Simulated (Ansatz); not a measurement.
**Pd (Fm-3m): the Drude term of Re ε in the infrared**

Re ε of Pd (Fm-3m) at low photon energies is read from one computed spectrum; the carriers' damping was typed as γ = 0.1 eV.

Cell: a, b, c = 2.753, 2.753, 2.753 Å (primitive vectors), 1 atoms.

Method: Ansatz 0.2.0, PBE, independent particles, k-mesh 16×16×16 with interpolation inside its cells, Gaussian parameter 0.1 eV.

Launch of the response step: `ansatz run input.yaml --threads 4 --pin off --max-ram 8192MiB --backend cpu --events-out ev --progress --plain --runs-dir out`. The run took 8 s, on 4 threads of Intel(R) Xeon(R) Platinum 8488C (Sapphire Rapids) (shared host).

```tsv
photon energy E (eV)	wavelength (µm)	Re ε
0.25	4.96	-656.2
0.30	4.13	-459.7
0.35	3.54	-336.8
0.40	3.10	-257.8
0.50	2.48	-168.0
0.60	2.07	?
0.70	1.77	-91.4
```

A Drude term over a constant background gives Re ε = ε_b − ωp²/(E² + γ²), linear in 1/(E² + γ²).

Working, on the rows shown:

| x = 1/(E² + γ²) (eV⁻²) | y = Re ε |
| --- | --- |
| 13.7931 | -656.2 |
| 10 | -459.7 |
| 7.54717 | -336.8 |
| 5.88235 | -257.8 |
| 3.84615 | -168 |
| 2 | -91.4 |

Means: x̄ = 7.1781, ȳ = -328.32. Σ(x − x̄)(y − ȳ) = -4395, Σ(x − x̄)² = 91.45. Slope = -4395 / 91.45 = -48.06; intercept = ȳ − slope · x̄ = 16.665. The line misses the rows shown by at most 12.

Q: Fill in the last column of the withheld row.

A: At x = 2.7027 the line gives y = -113.23. The run gave -120.0, so the interpolation is off by 6.8, 1.2 % of the range in the table.

Refitted with all rows, the slope is -47.82 and the intercept 14.133. These give ωp = √(−slope) = 6.92 eV, against 7.38 eV from the program's Fermi-surface sum, and an intercept of 14.1. Taking the program's Drude term off the rows leaves 95 at the lowest energy and 18 at the highest, so the background isn't constant: interband transitions lie in or near the window, and neither fitted number can be trusted. The values come from a sum over the points of one k-mesh and carry its error, which is largest for Fermi-surface quantities. Spin-orbit coupling is left out.

[Logs are printed without paths, hosts, clocks, repeated set-up lines and the standing remarks that a program may print on its own settings, such as how far it seeks lower states.]
